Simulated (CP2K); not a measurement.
Two runs for the O K edge of 4-carboxypyridine. Run A: CP2K XAS_TDP, all-electron GAPW, PBEh(45%), aug-cc-pVDZ, TDA, no relativity. Run B differs in one setting.

First lines with a strength over 0.0015. A:

| atom | energy (eV) | states | strength, one atom |
| --- | --- | --- | --- |
| O1 (bonded to C) | 526.96 | 1 | 0.0354 |
|  | 531.36 | 1 | 0.0021 |
|  | 531.86 | 1 | 0.0043 |
|  | 532.28 | 1 | 0.0022 |
|  | 534.45 | 1 | 0.0046 |
| O3 (bonded to C and H) | 530.04 | 1 | 0.0119 |
|  | 531.53 | 1 | 0.0203 |
|  | 533.41 | 1 | 0.0097 |
|  | 533.57 | 1 | 0.0051 |
|  | 534.13 | 1 | 0.0057 |

B:

| atom | energy (eV) | states | strength, one atom |
| --- | --- | --- | --- |
| O1 (bonded to C) | 518.91 | 1 | 0.0254 |
|  | 522.09 | 1 | 0.0015 |
|  | 522.32 | 1 | 0.0073 |
|  | 526.94 | 1 | 0.0035 |
|  | 527.44 | 1 | 0.0033 |
| O3 (bonded to C and H) | 521.04 | 1 | 0.0079 |
|  | 523.06 | 1 | 0.0099 |
|  | 524.02 | 1 | 0.0049 |
|  | 524.23 | 1 | 0.0040 |
|  | 525.04 | 1 | 0.0027 |

Question: Which was it: the functional, the basis, GW2X switched on, scalar relativity switched on?

The functional (functional from PBEh(45%) to PBE0; the lines alone don't name the new value). A functional moves all lines by electronvolts and changes their spacings and strengths. Against PBEh(45%) in aug-cc-pVDZ, the leading lines move by -8.05 eV (O1, to 518.91) and -9.00 eV (O3, to 521.04); the strength of O1's goes from 0.0354 to 0.0254. The next line of O1 over the strength cut lies 3.18 eV higher, against 4.40.

[Hosts, paths, dates, database ids (printed as entryN), source tags and the programs' standing remarks are cut or masked in the printed files.]
